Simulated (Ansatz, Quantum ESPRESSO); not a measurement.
# Evanescent states of CdS, zinc blende type, lattice constant set to 6.178 Å, part 2 of 4

Wanted: the complex band structure of CdS, zinc blende type, lattice constant set to 6.178 Å, as for a tunnel barrier.

Quantum ESPRESSO 7.5; plane-wave DFT, PBE, GBRV ultrasoft pseudopotentials; cross-check by Ansatz 0.2.0 with PAW datasets.

So far. Step 2 (Ground state): The run needed 11 iterations to bring the estimated error under 1e-09 Ry.

## Step 3: Complex bands with pwcond.x

Level of this step: complex band structure by pwcond; plane-wave DFT, PBE, GBRV ultrasoft pseudopotentials (Quantum ESPRESSO).

ikind = 0 solves one period of the crystal for all kz, real and complex, at each energy and k across. ewind and epsproj trim the two-dimensional plane-wave basis; nz1 sets the subslabs.

Contents of cbs.in:

```
&inputcond
  outdir = './out'
  prefixl = 'scf'
  band_file = 'cbs'
  ikind = 0
  ewind = 4.0
  epsproj = 1e-05
  nz1 = 7
  energy0 = 4.48
  denergy = -0.16
/
4
  0.00000000 0.00000000 1.00000000
  0.50000000 0.00000000 1.00000000
  0.50000000 0.50000000 1.00000000
  0.25000000 0.00000000 1.00000000
41
```

Run with:

```console
$ OMP_NUM_THREADS=1 mpirun -n 2 pwcond.x -in cbs.in > cbs.out
```

Log:

```text
[banner, memory and clock lines left out]
Program PWCOND v.7.5 starts

          URL

     ./out/scf.save/

     IMPORTANT: XC functional enforced from input :
     Exchange-correlation= PBE
                           (   1   4   3   4   0   0   0)
     Any further DFT definition will be discarded
     Please, verify this is what you really want

     Check: negative core charge=   -0.000002

     negative rho (up, down):  4.035E-02 0.000E+00
     Reading collected, re-writing distributed wavefunctions

===== INPUT FILE containing the left lead =====

     GEOMETRY:

     lattice parameter (alat)  =       8.2553  a.u.
     the volume                =     795.6285 (a.u.)^3
     the cross section         =      68.1496 (a.u.)^2
     l of the unit cell        =       1.4142 (alat)
     number of atoms/cell      =            4
     number of atomic types    =            2

     crystal axes: (cart. coord. in units of alat)
               a(1) = (  1.0000  0.0000  0.0000 )
               a(2) = (  0.0000  1.0000  0.0000 )
               a(3) = (  0.0000  0.0000  1.4142 )

   Cartesian axes

     site n.     atom                  positions (alat units)
          1        Cd     tau(  1)=(  0.0000  0.0000  1.4142  )
          2        S      tau(  2)=(  0.5000  0.0000  0.3536  )
          3        Cd     tau(  3)=(  0.5000  0.5000  0.7071  )
          4        S      tau(  4)=(  0.0000  0.5000  1.0607  )

     nr1s                      =           36
     nr2s                      =           36
     nr3s                      =           48
     nr1sx                     =           36
     nr2sx                     =           36
     nr3sx                     =           48
     nr1                       =           40
     nr2                       =           40
     nr3                       =           54
     nr1x                      =           40
     nr2x                      =           40
     nr3x                      =           54

 _______________________________
  Radii of nonlocal spheres:

     type       ibeta     ang. mom.          radius (alat units)
       Cd         1         0                    0.2845
       Cd         2         0                    0.2845
       Cd         3         1                    0.2845
       Cd         4         1                    0.2845
       Cd         5         2                    0.2845
       Cd         6         2                    0.2845
       S          1         0                    0.1827
       S          2         0                    0.1827
       S          3         1                    0.1827
       S          4         1                    0.1827
       S          5         2                    0.1827
       S          6         2                    0.1827
----- General information -----

----- Complex band structure calculation -----

     nrx                       =           36
     nry                       =           36
     nz1                       =            7

     energy0               =         4.5E+00
     denergy               =        -1.6E-01
     nenergy               =         41
     ecut2d                =         4.0E+01
     ewind                 =         4.0E+00
     epsproj               =         1.0E-05

     number of k_|| points=    4
                       cryst. coord.
        k(    1) = (   0.0000000   0.0000000), wk =   0.2500000
        k(    2) = (   0.5000000   0.0000000), wk =   0.2500000
        k(    3) = (   0.5000000   0.5000000), wk =   0.2500000
        k(    4) = (   0.2500000   0.0000000), wk =   0.2500000
----- Information about left lead -----

     nocros                   =           18
     noins                    =           54
     norb                     =           90
     norbf                    =           90
     nrz                      =           48

      iorb      type   ibeta   ang. mom.   m       position (alat)
        1        1       1        0        1   taunew(   1)=(  0.0000  0.0000  0.0000)
        2        1       2        0        1   taunew(   2)=(  0.0000  0.0000  0.0000)
        3        1       3        1        1   taunew(   3)=(  0.0000  0.0000  0.0000)
        4        1       3        1        2   taunew(   4)=(  0.0000  0.0000  0.0000)
        5        1       3        1        3   taunew(   5)=(  0.0000  0.0000  0.0000)
        6        1       4        1        1   taunew(   6)=(  0.0000  0.0000  0.0000)
        7        1       4        1        2   taunew(   7)=(  0.0000  0.0000  0.0000)
        8        1       4        1        3   taunew(   8)=(  0.0000  0.0000  0.0000)
        9        1       5        2        1   taunew(   9)=(  0.0000  0.0000  0.0000)
       10        1       5        2        2   taunew(  10)=(  0.0000  0.0000  0.0000)
       11        1       5        2        3   taunew(  11)=(  0.0000  0.0000  0.0000)
       12        1       5        2        4   taunew(  12)=(  0.0000  0.0000  0.0000)
       13        1       5        2        5   taunew(  13)=(  0.0000  0.0000  0.0000)
       14        1       6        2        1   taunew(  14)=(  0.0000  0.0000  0.0000)
       15        1       6        2        2   taunew(  15)=(  0.0000  0.0000  0.0000)
       16        1       6        2        3   taunew(  16)=(  0.0000  0.0000  0.0000)
       17        1       6        2        4   taunew(  17)=(  0.0000  0.0000  0.0000)
       18        1       6        2        5   taunew(  18)=(  0.0000  0.0000  0.0000)
       19        2       1        0        1   taunew(  19)=(  0.5000  0.0000  0.3536)
       20        2       2        0        1   taunew(  20)=(  0.5000  0.0000  0.3536)
       21        2       3        1        1   taunew(  21)=(  0.5000  0.0000  0.3536)
       22        2       3        1        2   taunew(  22)=(  0.5000  0.0000  0.3536)
       23        2       3        1        3   taunew(  23)=(  0.5000  0.0000  0.3536)
       24        2       4        1        1   taunew(  24)=(  0.5000  0.0000  0.3536)
       25        2       4        1        2   taunew(  25)=(  0.5000  0.0000  0.3536)
       26        2       4        1        3   taunew(  26)=(  0.5000  0.0000  0.3536)
       27        2       5        2        1   taunew(  27)=(  0.5000  0.0000  0.3536)
       28        2       5        2        2   taunew(  28)=(  0.5000  0.0000  0.3536)
       29        2       5        2        3   taunew(  29)=(  0.5000  0.0000  0.3536)
       30        2       5        2        4   taunew(  30)=(  0.5000  0.0000  0.3536)
       31        2       5        2        5   taunew(  31)=(  0.5000  0.0000  0.3536)
       32        2       6        2        1   taunew(  32)=(  0.5000  0.0000  0.3536)
       33        2       6        2        2   taunew(  33)=(  0.5000  0.0000  0.3536)
       34        2       6        2        3   taunew(  34)=(  0.5000  0.0000  0.3536)
       35        2       6        2        4   taunew(  35)=(  0.5000  0.0000  0.3536)
       36        2       6        2        5   taunew(  36)=(  0.5000  0.0000  0.3536)
       37        1       1        0        1   taunew(  37)=(  0.5000  0.5000  0.7071)
       38        1       2        0        1   taunew(  38)=(  0.5000  0.5000  0.7071)
       39        1       3        1        1   taunew(  39)=(  0.5000  0.5000  0.7071)
       40        1       3        1        2   taunew(  40)=(  0.5000  0.5000  0.7071)
       41        1       3        1        3   taunew(  41)=(  0.5000  0.5000  0.7071)
       42        1       4        1        1   taunew(  42)=(  0.5000  0.5000  0.7071)
       43        1       4        1        2   taunew(  43)=(  0.5000  0.5000  0.7071)
       44        1       4        1        3   taunew(  44)=(  0.5000  0.5000  0.7071)
       45        1       5        2        1   taunew(  45)=(  0.5000  0.5000  0.7071)
       46        1       5        2        2   taunew(  46)=(  0.5000  0.5000  0.7071)
       47        1       5        2        3   taunew(  47)=(  0.5000  0.5000  0.7071)
       48        1       5        2        4   taunew(  48)=(  0.5000  0.5000  0.7071)
       49        1       5        2        5   taunew(  49)=(  0.5000  0.5000  0.7071)
       50        1       6        2        1   taunew(  50)=(  0.5000  0.5000  0.7071)
       51        1       6        2        2   taunew(  51)=(  0.5000  0.5000  0.7071)
       52        1       6        2        3   taunew(  52)=(  0.5000  0.5000  0.7071)
       53        1       6        2        4   taunew(  53)=(  0.5000  0.5000  0.7071)
       54        1       6        2        5   taunew(  54)=(  0.5000  0.5000  0.7071)
       55        2       1        0        1   taunew(  55)=(  0.0000  0.5000  1.0607)
       56        2       2        0        1   taunew(  56)=(  0.0000  0.5000  1.0607)
       57        2       3        1        1   taunew(  57)=(  0.0000  0.5000  1.0607)
       58        2       3        1        2   taunew(  58)=(  0.0000  0.5000  1.0607)
       59        2       3        1        3   taunew(  59)=(  0.0000  0.5000  1.0607)
       60        2       4        1        1   taunew(  60)=(  0.0000  0.5000  1.0607)
       61        2       4        1        2   taunew(  61)=(  0.0000  0.5000  1.0607)
       62        2       4        1        3   taunew(  62)=(  0.0000  0.5000  1.0607)
       63        2       5        2        1   taunew(  63)=(  0.0000  0.5000  1.0607)
       64        2       5        2        2   taunew(  64)=(  0.0000  0.5000  1.0607)
       65        2       5        2        3   taunew(  65)=(  0.0000  0.5000  1.0607)
       66        2       5        2        4   taunew(  66)=(  0.0000  0.5000  1.0607)
       67        2       5        2        5   taunew(  67)=(  0.0000  0.5000  1.0607)
       68        2       6        2        1   taunew(  68)=(  0.0000  0.5000  1.0607)
       69        2       6        2        2   taunew(  69)=(  0.0000  0.5000  1.0607)
       70        2       6        2        3   taunew(  70)=(  0.0000  0.5000  1.0607)
       71        2       6        2        4   taunew(  71)=(  0.0000  0.5000  1.0607)
       72        2       6        2        5   taunew(  72)=(  0.0000  0.5000  1.0607)
       73        1       1        0        1   taunew(  73)=(  0.0000  0.0000  1.4142)
       74        1       2        0        1   taunew(  74)=(  0.0000  0.0000  1.4142)
       75        1       3        1        1   taunew(  75)=(  0.0000  0.0000  1.4142)
       76        1       3        1        2   taunew(  76)=(  0.0000  0.0000  1.4142)
       77        1       3        1        3   taunew(  77)=(  0.0000  0.0000  1.4142)
       78        1       4        1        1   taunew(  78)=(  0.0000  0.0000  1.4142)
       79        1       4        1        2   taunew(  79)=(  0.0000  0.0000  1.4142)
       80        1       4        1        3   taunew(  80)=(  0.0000  0.0000  1.4142)
       81        1       5        2        1   taunew(  81)=(  0.0000  0.0000  1.4142)
       82        1       5        2        2   taunew(  82)=(  0.0000  0.0000  1.4142)
       83        1       5        2        3   taunew(  83)=(  0.0000  0.0000  1.4142)
       84        1       5        2        4   taunew(  84)=(  0.0000  0.0000  1.4142)
       85        1       5        2        5   taunew(  85)=(  0.0000  0.0000  1.4142)
       86        1       6        2        1   taunew(  86)=(  0.0000  0.0000  1.4142)
       87        1       6        2        2   taunew(  87)=(  0.0000  0.0000  1.4142)
       88        1       6        2        3   taunew(  88)=(  0.0000  0.0000  1.4142)
       89        1       6        2        4   taunew(  89)=(  0.0000  0.0000  1.4142)
       90        1       6        2        5   taunew(  90)=(  0.0000  0.0000  1.4142)
 ngper, shell number =          221          32
 ngper, n2d =          221         221
---  E-Ef =    4.4800000  k =    0.0000000   0.0000000
---  ie =          1  ik =          1
 Nchannels of the left tip =            1
 Right moving states:
   k1(2pi/a)   k2(2pi/a)   E-Ef (eV)
   0.3885576   0.0000000   4.4800000
 Left moving states:
   k1(2pi/a)   k2(2pi/a)   E-Ef (eV)
  -0.3885577   0.0000000   4.4800000

---  E-Ef =    4.3200000  k =    0.0000000   0.0000000
---  ie =          2  ik =          1
 Nchannels of the left tip =            1
 Right moving states:
   k1(2pi/a)   k2(2pi/a)   E-Ef (eV)
   0.3279798   0.0000000   4.3200000
 Left moving states:
   k1(2pi/a)   k2(2pi/a)   E-Ef (eV)
  -0.3279799   0.0000000   4.3200000
[... further energies and points left out ...]
---  E-Ef =   -1.7600000  k =    0.2500000   0.0000000
---  ie =         40  ik =          4
 Nchannels of the left tip =            2
 Right moving states:
   k1(2pi/a)   k2(2pi/a)   E-Ef (eV)
  -0.1205749  -0.0000000  -1.7600000
   0.1256219   0.0000000  -1.7600000
 Left moving states:
   k1(2pi/a)   k2(2pi/a)   E-Ef (eV)
   0.1205748  -0.0000000  -1.7600000
  -0.1256217   0.0000000  -1.7600000

---  E-Ef =   -1.9200000  k =    0.2500000   0.0000000
---  ie =         41  ik =          4
 Nchannels of the left tip =            1
 Right moving states:
   k1(2pi/a)   k2(2pi/a)   E-Ef (eV)
  -0.1806336  -0.0000000  -1.9200000
 Left moving states:
   k1(2pi/a)   k2(2pi/a)   E-Ef (eV)
   0.1806336  -0.0000000  -1.9200000

Note: The following floating-point exceptions are signalling: IEEE_UNDERFLOW_FLAG
Note: The following floating-point exceptions are signalling: IEEE_UNDERFLOW_FLAG
```

Run time: 8.1 min. Hardware: 2 MPI ranks of Arm Neoverse V2, shared host; peak memory 0.22 GiB; 16 min of CPU time.

Numbers from this step:

```
peak of the smallest κ at the zone centre : 0.068 Å⁻¹
energy of the peak at the zone centre     : 0.32 eV
peak of the smallest κ at (1/2, 0)        : 0.288 Å⁻¹
peak of the smallest κ at (1/2, 1/2)      : 0.433 Å⁻¹
peak of the smallest κ at (1/4, 0)        : 0.285 Å⁻¹
```

K across = (0, 0) in the cell's reciprocal vectors; values within 0.0025 1/Å of each other count once, columns are sorted by size at each energy, a dash where no further value was kept. The Im kz of the slowest decaying states by energy, zero at the highest filled level of the SCF mesh:

```csv
energy (eV),decay 1 (Å⁻¹),decay 2 (Å⁻¹),decay 3 (Å⁻¹)
-1.92,0.419,1.19,1.47
-1.60,0.278,1.18,1.45
-1.28,1.17,1.43,1.71
-0.96,1.15,1.42,1.67
-0.64,1.12,1.40,1.57
-0.32,1.09,1.38,1.54
-0.16,1.08,1.37,1.53
0.00,0.008,0.014,1.06
0.16,0.057,0.197,1.03
0.48,0.065,0.322,0.944
0.80,0.396,0.874,1.01
1.12,0.446,0.816,0.976
1.44,0.483,0.761,0.932
1.76,0.51,0.707,0.884
2.08,0.529,0.651,0.833
2.40,0.541,0.592,0.778
2.72,0.525,0.548,0.72
2.88,0.488,0.55,0.688
3.20,0.403,0.55,0.62
3.52,0.287,0.537,0.545
3.84,0.087,0.411,0.535
4.16,0.306,0.52,1.05
4.48,0.348,0.499,1.02
```

K across = (0, 0) in the cell's reciprocal vectors. Table of Re kz of states that move upwards by energy, zero at the highest filled level of the SCF mesh:

```csv
energy (eV),channel 1 (Å⁻¹),channel 2 (Å⁻¹),channel 3 (Å⁻¹)
-1.92,-0.470,-,-
-1.60,-0.393,-,-
-1.28,-0.320,0.180,0.180
-0.96,-0.250,0.398,0.398
-0.64,-0.461,-0.461,-0.180
-0.32,-0.303,-0.303,-0.110
-0.16,-0.207,-0.207,-0.0708
0.00,-,-,-
0.16,-,-,-
0.48,-,-,-
0.80,0.0419,-,-
1.12,0.119,-,-
1.44,0.182,-,-
1.76,0.242,-,-
2.08,0.302,-,-
2.40,0.362,-,-
2.72,0.426,-,-
2.88,0.460,-,-
3.20,-0.481,-,-
3.52,-0.384,-,-
3.84,-,-,-
4.16,0.255,-,-
4.48,0.395,-,-
```

K across = (1/2, 0) in the cell's reciprocal vectors; values within 0.0025 1/Å of each other count once, columns are sorted by size at each energy, a dash where no further value was kept. Im kz of the slowest decaying states against energy, zero at the highest filled level of the SCF mesh:

```
energy (eV)  decay 1 (Å⁻¹)  decay 2 (Å⁻¹)  decay 3 (Å⁻¹)
      -1.92          0.161           1.08           1.50
      -1.60          0.087           1.01           1.51
      -1.28          0.918           1.51           1.93
      -0.96          0.796           1.53           1.94
      -0.64           0.52           1.54           1.94
      -0.32          0.153           0.65           1.34
      -0.16          0.193          0.722           1.30
       0.00          0.221          0.764           1.26
       0.16          0.243          0.791           1.22
       0.48          0.271          0.824           1.16
       0.80          0.285           0.84           1.10
       1.12          0.288          0.846           1.05
       1.44           0.28          0.845           1.01
       1.76          0.261           0.84           0.96
       2.08          0.226           0.83          0.915
       2.40          0.165          0.817          0.871
       2.72          0.801          0.828           1.61
       2.88          0.792          0.806           1.60
       3.20          0.762          0.772           1.59
       3.52          0.716          0.749           1.57
       3.84          0.125           0.67          0.723
       4.16           0.19          0.621          0.694
       4.48          0.223          0.568          0.662
```

K across = (1/2, 1/2) in the cell's reciprocal vectors; values within 0.0025 1/Å of each other count once, columns are sorted by size at each energy, a dash where no further value was kept. Im kz of the slowest decaying states against energy, zero at the highest filled level of the SCF mesh:

```
energy (eV)  decay 1 (Å⁻¹)  decay 2 (Å⁻¹)  decay 3 (Å⁻¹)
      -1.92          0.278          0.323           1.61
      -1.60           1.60           1.63           1.84
      -1.28          0.174          0.177           1.60
      -0.96          0.319          0.324           1.59
      -0.64          0.377          0.391           1.58
      -0.32          0.408           0.43           1.57
      -0.16          0.418          0.444           1.56
       0.00          0.425          0.455           1.56
       0.16          0.429          0.463           1.55
       0.48          0.433          0.474           1.54
       0.80          0.431          0.478           1.53
       1.12          0.423          0.476           1.51
       1.44           0.41           0.47           1.50
       1.76          0.392          0.458           1.49
       2.08           0.37          0.442           1.47
       2.40          0.341           0.42           1.46
       2.72          0.306          0.391           1.45
       2.88          0.285          0.374           1.44
       3.20          0.234           0.33           1.42
       3.52          0.161          0.269           1.41
       3.84          0.166           1.39           1.51
       4.16           1.37           1.48           1.60
       4.48           1.35           1.46           1.58
```

K across = (1/4, 0) in the cell's reciprocal vectors; values within 0.0025 1/Å of each other count once, columns are sorted by size at each energy, a dash where no further value was kept. The Im kz of the slowest decaying states by energy, zero at the highest filled level of the SCF mesh:

```
energy (eV)  decay 1 (Å⁻¹)  decay 2 (Å⁻¹)  decay 3 (Å⁻¹)
      -1.92          0.081          0.558           1.32
      -1.76          0.507           1.32           1.42
      -1.60          0.447           1.32           1.41
      -1.44          0.103          0.373           1.32
      -1.28          0.135          0.272           1.32
      -1.12          0.053           0.15           1.32
      -0.96          0.153           1.32           1.35
      -0.64          0.116           1.31           1.32
      -0.48           1.25           1.31           1.38
      -0.32           1.17           1.29           1.37
      -0.16          0.127           1.13           1.28
       0.00           0.18           0.22           1.09
       0.16          0.214          0.319           1.05
       0.32          0.238          0.386           1.02
       0.48          0.256          0.438          0.992
       0.64          0.269          0.481          0.965
       0.80          0.278          0.517          0.938
       0.96          0.283          0.549          0.912
       1.12          0.285          0.577          0.888
       1.44          0.278          0.624          0.839
       1.60          0.269          0.646          0.815
       1.76          0.254          0.665          0.791
       1.92          0.232          0.685          0.768
       2.08          0.196          0.704          0.744
       2.24          0.088           0.72          0.724
       2.40          0.248          0.695          0.746
       2.56          0.293           0.67          0.777
       2.72           0.32          0.645          0.829
       2.88          0.339          0.618          0.821
       3.04          0.354          0.591          0.813
       3.20          0.364          0.562          0.804
       3.52          0.378          0.498          0.784
       3.68          0.381          0.461          0.774
       3.84          0.383          0.419          0.762
       4.00          0.363          0.383           0.75
       4.16          0.241          0.381          0.736
       4.32          0.269          0.377          0.723
       4.48          0.281          0.371          0.708
```

[end of part 2 of 4]

[Logs are printed without paths, hosts, clocks, repeated set-up lines and the standing remarks that a program may print on its own settings, such as how far it seeks lower states.]

[Hosts, paths, dates, database ids (printed as entryN), source tags and the programs' standing remarks are cut or masked in the printed files.]

[Maps of the electrostatic potential energy from Ansatz leave out the sawtooth potential of an applied field or a dipole correction, so their vacuum need not be flat; planar profiles and work functions include it.]
